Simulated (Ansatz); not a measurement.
# Dielectric function and optical constants of Rb2H2SO (model structure)

What colour and refractive index does Rb2H2SO (model structure) have at this level of theory? The cell was made here by substitution or stacking, whether or not such a phase is known. It was built so: 1 of the 2 S atoms of the cell replaced by O in the P2_1/m structure of RbHS.

Method: DFT, PBE, plane-wave PAW, default files, scalar-relativistic, independent-particle optical response without local fields, in Ansatz 0.2.0.

Most raw output is cut from this account.

### Step 1. Starting point

Symmetry: Pm, No. 6, monoclinic system. Conventional cell: a = 4.359 Å, b = 4.892 Å, c = 6.560 Å, α = 90.00°, β = 101.59°, γ = 90.00°. Nearest to Rb lie 3 H at 2.94 Å and 2 O at 3.24 to 3.32 Å and 4 S at 3.25 to 3.31 Å. Rb has 3 H at 2.94 Å and 2 S at 3.24 to 3.32 Å and 4 O at 3.25 to 3.31 Å nearest. Nearest to S lie 3 H at 1.28 to 3.34 Å and 6 Rb at 3.24 to 3.32 Å. Nearest to O lie 3 H at 1.28 to 3.34 Å and 6 Rb at 3.24 to 3.32 Å. Nearest to H lie 1 O at 1.28 Å and 2 H at 2.83 Å and 3 Rb at 2.94 Å. Nearest to H lie 1 S at 1.28 Å and 2 H at 2.83 Å and 3 Rb at 2.94 Å. 1 of the 2 S atoms of the cell replaced by O in the P2_1/m structure of RbHS. Farther neighbours and most contacts between anions are not listed.

### Step 2. Relaxation

The structure was built or cut out here, so it is relaxed before any spectrum is computed.

This step: DFT, PBE, plane-wave PAW, default files, scalar-relativistic, relaxation (Ansatz 0.2.0).

Contents of input.yaml:

```yaml
crystal:
  lattice:
    - [4.35860149, 0.0, 0.0]
    - [0.0, 4.89158131, 0.0]
    - [-1.31776073, 0.0, 6.42598498]
  atoms:
    - { symbol: Rb, position: [0.76906979, 0.75, 0.23841733] }
    - { symbol: Rb, position: [0.23093021, 0.25, 0.76158267] }
    - { symbol: S, position: [0.26510864, 0.25, 0.25988824] }
    - { symbol: O, position: [0.73489136, 0.75, 0.74011176] }
    - { symbol: H, position: [0.47894254, 0.75, 0.605535] }
    - { symbol: H, position: [0.52105746, 0.25, 0.394465] }
kpoints:
  mp_grid: { grid: [5, 5, 4] }
scf:
  occupations: { method: fermi_dirac, width: 0.05 }
hamiltonian:
  xc: pbe
  pseudopotentials: { kind: paw }
output:
  forces: true
  stress: true
relax:
  f_tol: 0.02
  max_steps: 50
  cell: {}
```

Run with:

```
$ ansatz run input.yaml --threads 2 --pin off --max-ram 5120MiB --backend cpu --events-out ev --progress --plain --runs-dir out
```

Wall time 84 s (2 threads of Intel Xeon Platinum 8488C (Sapphire Rapids), shared host); peak memory 0.46 GiB; 2.7 min of CPU time.

Step by step (22 of 29):

| step | energy less that of the first step (eV) | largest force component (eV/Å) | pressure (GPa) | volume (Å³) |
| --- | --- | --- | --- | --- |
| 1 | 0.0000 | 3.9713 | -0.98 | 137.00 |
| 2 | -1.1056 | 2.3232 | -0.74 | 139.21 |
| 4 | -1.2690 | 1.5633 | -0.45 | 138.11 |
| 5 | -1.3561 | 0.5588 | 0.27 | 137.70 |
| 6 | -1.4003 | 0.3921 | 0.18 | 139.35 |
| 8 | -1.4226 | 0.5047 | 0.34 | 140.72 |
| 9 | -1.4314 | 0.2708 | 0.05 | 143.18 |
| 10 | -1.4356 | 0.0638 | 0.03 | 143.43 |
| 12 | -1.4344 | 0.2069 | -0.14 | 144.31 |
| 13 | -1.4359 | 0.0220 | 0.02 | 143.54 |
| 14 | -1.4361 | 0.0614 | 0.03 | 143.44 |
| 16 | -1.4364 | 0.0082 | -0.02 | 143.41 |
| 17 | -1.4367 | 0.0967 | -0.03 | 143.05 |
| 18 | -1.4368 | 0.0366 | -0.02 | 143.04 |
| 20 | -1.4370 | 0.0305 | -0.01 | 142.85 |
| 21 | -1.4370 | 0.0039 | 0.00 | 142.87 |
| 22* | -1.4471 | 0.0114 | 0.10 | 142.87 |
| 24 | -1.4483 | 0.0628 | -0.03 | 143.96 |
| 25 | -1.4491 | 0.0030 | 0.01 | 143.94 |
| 26 | -1.4491 | 0.0494 | 0.00 | 144.13 |
| 28 | -1.4491 | 0.0063 | 0.00 | 144.22 |
| 29* | -1.4504 | 0.0047 | 0.00 | 144.22 |

Relaxation steps marked * repeat the geometry before them on a plane-wave basis chosen anew for their cell, so energy and pressure can jump there. Other such steps can lie between the rows shown. Relaxation steps 3, 7, 12, 15 were tried and not accepted.

The run keeps the 2 symmetry operations that it works with, so distortions that break them were not tested.

| cell as run | before | after | change |
| --- | --- | --- | --- |
| a (Å) | 4.359 | 4.376 | +0.4 % |
| b (Å) | 4.892 | 4.659 | -4.8 % |
| c (Å) | 6.560 | 7.167 | +9.3 % |
| β (°) | 101.59 | 99.28 | -2.3 % |
| volume (Å³/atom) | 22.83 | 24.04 | +5.3 % |

The atoms that moved most (Å, as changes of fractional coordinates times the final cell):

| atom | dx | dy | dz | length |
| --- | --- | --- | --- | --- |
| Rb1 | -0.015 | 0.000 | -0.625 | 0.625 |
| H5 | 0.509 | 0.000 | 0.277 | 0.580 |
| O4 | -0.232 | 0.000 | 0.261 | 0.349 |
| Rb2 | -0.341 | 0.000 | -0.069 | 0.348 |
| S3 | -0.030 | 0.000 | 0.160 | 0.163 |
| H6 | 0.109 | 0.000 | -0.004 | 0.109 |

Final coordinates:

```xyz
6
Lattice="4.3758 0.0000 0.0543 0.0000 4.6590 0.0000 -1.2430 0.0000 7.0587" Properties=species:S:1:pos:R:3 pbc="T T T"
Rb    3.0539    3.4943    1.0997
Rb   -0.2775    1.1648    5.3192
S     0.8073    1.1648    2.0089
O     2.0636    3.4943    5.5251
H     1.8526    3.4943    4.5772
H     1.8987    1.1648    2.8088
```

The relaxation ends with a largest force component of 0.0047 eV/Å and a pressure of 0.00 GPa.

### Step 3. Ground state and bands

The self-consistent density comes first; it also tells whether there is a gap, which decides the occupations and the need for a Drude term.

This step: DFT, PBE, plane-wave PAW, default files, scalar-relativistic, ground state (Ansatz 0.2.0).

Contents of input.yaml:

```yaml
crystal:
  lattice:
    - [4.3758404219, 0.0, 0.0542500278]
    - [0.0, 4.6590477411, 0.0]
    - [-1.2429906284, 0.0, 7.0586970105]
  atoms:
    - { symbol: Rb, position: [0.7405335979, 0.75, 0.1501050709] }
    - { symbol: Rb, position: [0.1503171524, 0.25, 0.7524112427] }
    - { symbol: S, position: [0.2647563218, 0.25, 0.2825680424] }
    - { symbol: O, position: [0.6924222762, 0.75, 0.7774106126] }
    - { symbol: H, position: [0.6062341948, 0.75, 0.643783667] }
    - { symbol: H, position: [0.5457364568, 0.25, 0.3937213644] }
kpoints:
  mp_grid: { grid: [5, 5, 3] }
  band_path:
    path:
      - [[0.0, 0.0, 0.0], [0.0, 0.0, 0.5], [-0.46281359, 0.0, 0.62219126], [-0.5, 0.0, 0.5], [-0.5, 0.5, 0.5], [-0.53718641, 0.5, 0.37780874], [-0.5, 0.5, 0.0], [-0.5, 0.0, 0.0], [-0.53718641, 0.0, 0.37780874]]
      - [[-0.46281359, 0.5, 0.62219126], [0.0, 0.5, 0.5], [0.0, 0.5, 0.0]]
      - [[0.0, 0.0, 0.5], [0.0, 0.5, 0.5]]
    npoints: 6
scf:
  occupations: { method: fermi_dirac, width: 0.05 }
  n_extra_bands: 10
hamiltonian:
  xc: pbe
  pseudopotentials: { kind: paw }
output:
  forces: true
  stress: true
  populations: true
  write_bands: true
```

Wall time 6.6 s (2 threads); peak memory 0.49 GiB.

Read-outs, printed or worked out from the files:

| Quantity | Value |
| --- | --- |
| free energy | -8039.5099 eV |
| Fermi energy | 3.320 eV |
| gap by band count | 2.908 eV |
| electrons | 32 |
| symmetry operations | 2 |
| pressure | 0.004606 GPa |
| gap on the k-mesh | 2.908 eV |
| volume | 144.2 Å³ |
| gap on the path | 2.908 eV |
| least direct gap on the path | 2.908 eV |

There is a gap, 2.91 eV on the path, so no carriers' term is needed. The cell is left with a pressure of 0.0 GPa after its relaxation.

The electronic bands at the labelled points (eV, zero at the Fermi level; v1 is the highest filled band, c1 the lowest empty one):

| point | v4 | v3 | v2 | v1 | c1 | c2 | c3 | c4 |
| --- | --- | --- | --- | --- | --- | --- | --- | --- |
| Γ | -1.89 | -1.65 | -1.58 | -1.52 | 1.39 | 2.96 | 4.48 | 4.99 |
| halfway | -1.99 | -1.69 | -1.54 | -1.52 | 1.77 | 3.00 | 3.95 | 4.67 |
| Y | -2.08 | -1.72 | -1.53 | -1.52 | 2.38 | 2.90 | 3.44 | 4.42 |
| halfway | -2.27 | -1.81 | -1.72 | -1.62 | 2.85 | 3.30 | 4.12 | 4.58 |
| H | -2.35 | -1.93 | -1.91 | -1.75 | 2.69 | 4.05 | 4.55 | 5.01 |
| halfway | -2.38 | -1.93 | -1.91 | -1.76 | 2.70 | 4.08 | 4.51 | 5.12 |
| C | -2.38 | -1.93 | -1.91 | -1.76 | 2.71 | 4.08 | 4.50 | 5.16 |
| halfway | -2.32 | -1.91 | -1.81 | -1.73 | 3.08 | 4.13 | 4.58 | 4.87 |
| E | -2.19 | -2.00 | -1.68 | -1.68 | 3.57 | 4.27 | 4.49 | 4.84 |
| halfway | -2.19 | -2.00 | -1.68 | -1.68 | 3.53 | 4.23 | 4.57 | 4.75 |
| M1 | -2.17 | -2.00 | -1.68 | -1.68 | 3.43 | 4.14 | 4.59 | 4.75 |
| halfway | -2.09 | -1.99 | -1.68 | -1.67 | 3.23 | 3.86 | 4.20 | 5.11 |
| A | -2.04 | -1.99 | -1.68 | -1.66 | 3.17 | 3.81 | 3.96 | 4.83 |
| halfway | -2.13 | -1.89 | -1.84 | -1.71 | 2.90 | 3.84 | 4.30 | 4.40 |
| X | -2.13 | -2.00 | -1.89 | -1.77 | 2.67 | 3.88 | 4.17 | 4.87 |
| halfway | -2.23 | -1.96 | -1.90 | -1.76 | 2.66 | 3.94 | 4.40 | 4.83 |
| H1 | -2.35 | -1.93 | -1.91 | -1.75 | 2.69 | 4.05 | 4.55 | 5.01 |
| jump to M | -2.17 | -2.00 | -1.68 | -1.68 | 3.43 | 4.14 | 4.59 | 4.75 |
| halfway | -2.23 | -2.16 | -1.79 | -1.68 | 3.33 | 3.88 | 4.43 | 4.75 |
| D | -2.42 | -2.21 | -1.82 | -1.68 | 3.11 | 3.56 | 4.50 | 4.63 |
| halfway | -2.44 | -2.14 | -1.82 | -1.67 | 3.04 | 3.42 | 4.29 | 4.49 |
| Z | -2.46 | -2.06 | -1.83 | -1.66 | 2.93 | 3.29 | 4.20 | 4.39 |
| jump to Y | -2.08 | -1.72 | -1.53 | -1.52 | 2.38 | 2.90 | 3.44 | 4.42 |
| halfway | -2.18 | -2.00 | -1.75 | -1.60 | 2.74 | 3.37 | 4.11 | 4.47 |
| D | -2.42 | -2.21 | -1.82 | -1.68 | 3.11 | 3.56 | 4.50 | 4.63 |

### Step 4. Spectrum

The spectrum is a sum over vertical transitions between filled and empty bands at the fixed density, so many empty bands are needed.

This step: DFT, PBE, plane-wave PAW, default files, scalar-relativistic, independent-particle optical response without local fields (Ansatz 0.2.0).

input.yaml, the sections that differ from step 3:

```yaml
kpoints:
  mp_grid: { grid: [5, 5, 3] }
scf:
  occupations: { method: fixed }
output:
  optics:
    e_range: [0, 20]
    de: 0.05
    sigma: 0.1
    nscf_kmesh: { grid: [6, 6, 4] }
    bands: auto
# crystal, hamiltonian: as in step 3
```

Wall time 1.8 min (2 threads); peak memory 1.6 GiB.

Numbers from this step:

```
electronic dielectric constant ε∞, mean over x, y and z (by symmetry where fewer were run)                                                          : 2.775
absorption onset, first axis (α over 10⁴ cm⁻¹, or the direct gap if that lies higher)                                                               : 3.069 eV
main peak of Im epsilon, first axis                                                                                                                 : 8.537 eV
photocurrent from vertical transitions in a film 500 nm thick on a perfect mirror (two passes), AM1.5G, no front reflection, all carriers collected : 1.945 mA/cm²
least direct gap on the mesh                                                                                                                        : 2.908 eV
bands summed                                                                                                                                        : 81
spectra valid up to                                                                                                                                 : 30.20 eV
program's estimate of the k-sum error in Im epsilon                                                                                                 : 0.12 %
electrons in the f-sum                                                                                                                              : 26.18
```

The Im ε has structure finer than the step of the table below, so its rows give means over 0.5 eV, whole bins alone (the curve runs from 0 to 20 eV). Peaks (eV: height): E ∥ x 5.15: 2.87, 8.55: 4.48, 15.40: 2.19, 18.10: 1.94; E ∥ y 5.40: 2.33, 6.30: 2.90, 9.65: 2.12, 15.45: 1.83, 18.80: 2.27, 19.75: 2.04; E ∥ z 6.35: 2.96, 8.50: 3.52, 15.35: 2.17, 16.70: 1.85, 17.85: 1.88.

Im ε against photon energy; means over each step:

| photon energy (eV) | E ∥ x | E ∥ y | E ∥ z |
| --- | --- | --- | --- |
| 2.5 | 3.4e-5 | 6.9e-6 | 0 |
| 3.0 | 0.0849 | 0.205 | 0.0107 |
| 3.5 | 0.394 | 0.612 | 0.236 |
| 4.0 | 0.581 | 0.697 | 0.410 |
| 4.5 | 1.06 | 1.00 | 0.594 |
| 5.0 | 2.29 | 1.44 | 0.914 |
| 5.5 | 1.60 | 2.21 | 1.27 |
| 6.0 | 1.30 | 2.20 | 2.71 |
| 6.5 | 1.24 | 2.46 | 2.46 |
| 7.0 | 1.49 | 1.13 | 1.72 |
| 7.5 | 2.39 | 1.29 | 2.07 |
| 8.0 | 2.86 | 1.74 | 2.55 |
| 8.5 | 4.05 | 1.91 | 3.15 |
| 9.0 | 2.82 | 1.90 | 2.77 |
| 9.5 | 2.00 | 2.01 | 1.30 |
| 10.0 | 1.51 | 1.41 | 1.23 |
| 10.5 | 0.946 | 1.17 | 1.25 |
| 11.0 | 1.20 | 1.16 | 0.958 |
| 11.5 | 0.961 | 1.04 | 0.884 |
| 12.0 | 0.807 | 1.15 | 0.820 |
| 12.5 | 0.936 | 1.03 | 0.962 |
| 13.0 | 0.711 | 0.989 | 1.09 |
| 13.5 | 0.621 | 1.08 | 1.16 |
| 14.0 | 0.892 | 1.12 | 1.27 |
| 14.5 | 0.805 | 0.990 | 1.49 |
| 15.0 | 1.23 | 0.986 | 1.68 |
| 15.5 | 1.71 | 1.54 | 1.89 |
| 16.0 | 0.908 | 0.926 | 1.17 |
| 16.5 | 1.30 | 1.36 | 1.61 |
| 17.0 | 1.60 | 1.53 | 1.50 |
| 17.5 | 1.58 | 1.48 | 1.52 |
| 18.0 | 1.84 | 1.79 | 1.73 |
| 18.5 | 1.81 | 1.91 | 1.63 |
| 19.0 | 1.64 | 2.11 | 1.68 |
| 19.5 | 1.40 | 1.82 | 1.69 |

Re ε against photon energy:

| photon energy (eV) | E ∥ x | E ∥ y | E ∥ z |
| --- | --- | --- | --- |
| 0.0 | 2.81 | 2.76 | 2.75 |
| 0.5 | 2.82 | 2.77 | 2.76 |
| 1.0 | 2.85 | 2.80 | 2.78 |
| 1.5 | 2.90 | 2.85 | 2.82 |
| 2.0 | 2.98 | 2.94 | 2.88 |
| 2.5 | 3.11 | 3.10 | 2.98 |
| 3.0 | 3.39 | 3.55 | 3.15 |
| 3.5 | 3.55 | 3.39 | 3.39 |
| 4.0 | 3.60 | 3.32 | 3.43 |
| 4.5 | 4.16 | 3.80 | 3.65 |
| 5.0 | 3.90 | 3.59 | 3.63 |
| 5.5 | 2.16 | 2.96 | 3.94 |
| 6.0 | 2.90 | 2.86 | 3.36 |
| 6.5 | 2.73 | 1.52 | 1.90 |
| 7.0 | 3.32 | 1.40 | 2.41 |
| 7.5 | 3.28 | 2.41 | 2.74 |
| 8.0 | 2.80 | 2.26 | 2.45 |
| 8.5 | 2.15 | 1.88 | 2.01 |
| 9.0 | -0.330 | 1.56 | 0.302 |
| 9.5 | 0.449 | 1.38 | 0.410 |
| 10.0 | 0.148 | 0.946 | 0.997 |
| 10.5 | 0.714 | 1.08 | 1.03 |
| 11.0 | 0.954 | 1.25 | 0.964 |
| 11.5 | 0.678 | 1.26 | 1.19 |
| 12.0 | 1.03 | 1.11 | 1.39 |
| 12.5 | 1.05 | 1.20 | 1.58 |
| 13.0 | 1.03 | 1.41 | 1.62 |
| 13.5 | 1.35 | 1.40 | 1.50 |
| 14.0 | 1.42 | 1.37 | 1.69 |
| 14.5 | 1.41 | 1.20 | 1.43 |
| 15.0 | 1.82 | 1.58 | 1.59 |
| 15.5 | 0.803 | 1.17 | 0.786 |
| 16.0 | 1.32 | 1.38 | 0.925 |
| 16.5 | 1.59 | 1.62 | 1.34 |
| 17.0 | 1.17 | 1.26 | 0.864 |
| 17.5 | 1.07 | 1.34 | 1.13 |
| 18.0 | 1.05 | 1.04 | 0.638 |
| 18.5 | 0.629 | 0.968 | 0.573 |
| 19.0 | 0.401 | 0.347 | 0.550 |
| 19.5 | 0.201 | 0.357 | 0.142 |
| 20.0 | 0.478 | -0.602 | -0.140 |

The reflectivity at normal incidence has structure finer than the step of the table below, so its rows give means over 1 eV, whole bins alone (the curve runs from 0 to 20 eV). Peaks (eV: height): E ∥ x 5.1: 15.5, 8.9: 27.6, 11.3: 7.95, 15.4: 12.7, 19.6: 15.8; E ∥ y 6.3: 15.2, 9.8: 13.0, 15.5: 9.91, 19.1: 18.6; E ∥ z 5.8: 16.8, 9.1: 22.3, 15.4: 13.0, 16.8: 11.3, 19.9: 21.7.

Table of reflectivity at normal incidence by photon energy; means over each step:

| photon energy (eV) | E ∥ x (%) | E ∥ y (%) | E ∥ z (%) |
| --- | --- | --- | --- |
| 1 | 6.56 | 6.36 | 6.27 |
| 2 | 7.12 | 6.98 | 6.72 |
| 3 | 8.70 | 8.85 | 7.93 |
| 4 | 10.3 | 9.43 | 9.22 |
| 5 | 13.0 | 12.0 | 11.0 |
| 6 | 8.23 | 12.7 | 15.0 |
| 7 | 11.0 | 7.54 | 10.2 |
| 8 | 16.0 | 9.15 | 13.6 |
| 9 | 21.5 | 10.0 | 19.2 |
| 10 | 13.4 | 8.77 | 6.64 |
| 11 | 6.29 | 5.16 | 4.90 |
| 12 | 3.73 | 4.99 | 3.45 |
| 13 | 2.88 | 4.30 | 4.99 |
| 14 | 3.35 | 4.94 | 6.21 |
| 15 | 6.53 | 5.19 | 9.11 |
| 16 | 5.80 | 5.61 | 7.94 |
| 17 | 8.24 | 7.58 | 8.98 |
| 18 | 10.7 | 9.77 | 11.0 |
| 19 | 14.3 | 15.4 | 13.3 |

Values under 1 per cm are given as 1. Table of absorption coefficient by photon energy:

| photon energy (eV) | E ∥ x (1/cm) | E ∥ y (1/cm) | E ∥ z (1/cm) |
| --- | --- | --- | --- |
| 0.00 | 1 | 1 | 1 |
| 1.00 | 1 | 1 | 1 |
| 2.00 | 1 | 1 | 1 |
| 3.00 | 7213 | 13659 | 532 |
| 4.00 | 62381 | 78765 | 45048 |
| 5.00 | 2.9e5 | 1.7e5 | 1.2e5 |
| 6.00 | 2.2e5 | 3.5e5 | 4.3e5 |
| 7.00 | 2.6e5 | 2.7e5 | 3.5e5 |
| 8.00 | 6.2e5 | 4.3e5 | 6.3e5 |
| 9.00 | 1.1e6 | 5.8e5 | 1.0e6 |
| 10.00 | 8.3e5 | 5.7e5 | 5.5e5 |
| 11.00 | 6.1e5 | 5.4e5 | 4.7e5 |
| 12.00 | 4.4e5 | 5.9e5 | 4.0e5 |
| 13.00 | 4.2e5 | 4.9e5 | 5.2e5 |
| 14.00 | 5.3e5 | 6.6e5 | 6.5e5 |
| 15.00 | 7.0e5 | 5.6e5 | 9.3e5 |
| 16.00 | 5.2e5 | 5.1e5 | 8.0e5 |
| 17.00 | 1.0e6 | 1.0e6 | 1.1e6 |
| 18.00 | 1.4e6 | 1.3e6 | 1.4e6 |
| 19.00 | 1.5e6 | 1.8e6 | 1.5e6 |
| 20.00 | 1.3e6 | 2.1e6 | 1.7e6 |

Table of refractive index n and extinction k by photon energy:

| photon energy (eV) | n, E ∥ x | k, E ∥ x | n, E ∥ y | k, E ∥ y |
| --- | --- | --- | --- | --- |
| 0 | 1.68 | 0 | 1.66 | 0 |
| 1 | 1.69 | 0 | 1.67 | 0 |
| 2 | 1.73 | 0 | 1.72 | 0 |
| 3 | 1.84 | 0.0237 | 1.88 | 0.0449 |
| 4 | 1.90 | 0.154 | 1.83 | 0.194 |
| 5 | 2.06 | 0.577 | 1.93 | 0.342 |
| 6 | 1.74 | 0.361 | 1.79 | 0.582 |
| 7 | 1.86 | 0.364 | 1.25 | 0.385 |
| 8 | 1.84 | 0.763 | 1.59 | 0.531 |
| 9 | 1.08 | 1.22 | 1.40 | 0.638 |
| 10 | 0.903 | 0.817 | 1.12 | 0.562 |
| 11 | 1.12 | 0.545 | 1.22 | 0.483 |
| 12 | 1.08 | 0.364 | 1.16 | 0.484 |
| 13 | 1.06 | 0.317 | 1.24 | 0.370 |
| 14 | 1.25 | 0.371 | 1.26 | 0.465 |
| 15 | 1.43 | 0.463 | 1.31 | 0.367 |
| 16 | 1.19 | 0.322 | 1.22 | 0.315 |
| 17 | 1.24 | 0.607 | 1.27 | 0.602 |
| 18 | 1.27 | 0.748 | 1.24 | 0.701 |
| 19 | 1.01 | 0.781 | 1.13 | 0.960 |
| 20 | 0.935 | 0.629 | 0.683 | 1.03 |

Optical constants at common wavelengths, from n + ik = √ε:

| wavelength (nm) | n x | k x | R (%) x | 1/α x | n y | k y | R (%) y | 1/α y |
| --- | --- | --- | --- | --- | --- | --- | --- | --- |
| 1550 | 1.68 | 0.000 | 6.5 | over 1 mm | 1.67 | 0.000 | 6.3 | over 1 mm |
| 800 | 1.70 | 0.000 | 6.8 | over 1 mm | 1.69 | 0.000 | 6.6 | over 1 mm |
| 633 | 1.72 | 0.000 | 7.0 | over 1 mm | 1.71 | 0.000 | 6.9 | over 1 mm |
| 532 | 1.75 | 0.000 | 7.4 | over 1 mm | 1.74 | 0.000 | 7.3 | over 1 mm |
| 450 | 1.80 | 0.000 | 8.1 | 157 µm | 1.80 | 0.000 | 8.2 | 559 µm |
| 405 | 1.85 | 0.031 | 8.9 | 1.0 µm | 1.89 | 0.076 | 9.6 | 426 nm |
| 248 | 2.06 | 0.577 | 15.0 | 34 nm | 1.93 | 0.342 | 11.2 | 58 nm |

Rows near the edge hang on the gap, which this functional as a rule makes too small, and phonon-assisted absorption is left out.

Through 1 µm of it, D65 light comes out colourless (x = 0.317, y = 0.337; 87 % transmitted).

The f-sum over the summed bands holds 26.2 of the cell's 32 electrons outside the frozen cores. Up to 20 eV the strength has a mean oscillator energy of 10.3 eV, close to the main peak.

### Step 5. Static response with local fields

Perturbation theory gives the static response with local fields and the functional's kernel, and it needs no empty bands.

This step: DFT, PBE, plane-wave PAW, default files, scalar-relativistic, static field response by perturbation theory with local fields (Ansatz 0.2.0).

Edit input.yaml of step 4 so:

```diff
@@ -19,8 +19,2 @@
   pseudopotentials: { kind: paw }
-output:
-  optics:
-    e_range: [0, 20]
-    de: 0.05
-    sigma: 0.1
-    nscf_kmesh: { grid: [6, 6, 4] }
-    bands: auto
+dielectric: {}
```

Elapsed: 38 s, on 2 threads; peak memory 0.94 GiB; 73 s of CPU time.

Read-outs, printed or worked out from the files:

| Property | Result |
| --- | --- |
| electronic dielectric constant ε∞, mean over x, y and z (by symmetry where fewer were run) | 2.512 |

ε∞ with local fields:

```
 2.54  0.00 -0.08
 0.00  2.57  0.00
-0.08  0.00  2.43
```

Diagonal elements. Born, by row:

| atom | Z*xx (e) | Z*yy (e) | Z*zz (e) |
| --- | --- | --- | --- |
| Rb1 | 1.129 | 1.075 | 1.161 |
| Rb2 | 1.148 | 1.164 | 1.179 |
| S3 | -1.141 | -1.14 | -1.047 |
| O4 | -1.374 | -1.507 | -1.231 |
| H5 | 0.262 | 0.358 | -0.071 |
| H6 | -0.024 | 0.049 | 0.01 |

The principal values of the ε∞ with local fields are 2.39, 2.57 and 2.58.

### Step 6. Results

| Item | Value |
| --- | --- |
| gap on the path | 2.91 eV |
| least direct gap on the path | 2.91 eV |
| electronic dielectric constant ε∞, mean over x, y and z (by symmetry where fewer were run) (independent particles) | 2.77 |
| absorption onset, first axis (α over 10⁴ cm⁻¹, or the direct gap if that lies higher) | 3.07 eV |
| main peak of Im epsilon, first axis | 8.54 eV |
| photocurrent from vertical transitions in a film 500 nm thick on a perfect mirror (two passes), AM1.5G, no front reflection, all carriers collected | 1.94 mA/cm² |
| electronic dielectric constant ε∞, mean over x, y and z (by symmetry where fewer were run) (static response with local fields) | 2.51 |

What this shows: At this level (PBE, independent particles) Rb2H2SO has a mean ε∞ = 2.77 (2.51 with local fields) and n = 1.68 at 1550 nm (E ∥ x); absorption sets in near 3.1 eV, and Im ε peaks at 8.5 eV (E ∥ x). The cell grew by 5.3 % in volume. The gap on the path is direct, 2.91 eV. The absorption coefficient passes 10⁴ cm⁻¹ at 3.07 eV, inside the visible range. Distinct maxima of Im ε, read by a parabola through the highest points, lie at 5.15 eV (2.9), 8.54 eV (4.5), 15.42 eV (2.2) and 18.10 eV (1.9) for E ∥ x. The static values by axis are 2.81 (x), 2.76 (y), 2.75 (z). The f-sum over the summed bands holds 26.2 of the cell's 32 electrons outside the frozen cores. Up to 20 eV the strength has a mean oscillator energy of 10.3 eV, close to the main peak. Through 1 µm of it, D65 light comes out colourless (x = 0.317, y = 0.337; 87 % transmitted). In the base spectrum excitons and phonon-assisted transitions are missing, and so are local fields; PBE gaps are as a rule too small, which pulls the onset down and ε∞ up. In the base run ε includes the program's bounded estimate of what the bands above those summed add.

[Logs are printed without paths, hosts, clocks, repeated set-up lines and the standing remarks that a program may print on its own settings, such as how far it seeks lower states.]

[Hosts, paths, dates, database ids (printed as entryN), source tags and the programs' standing remarks are cut or masked in the printed files.]
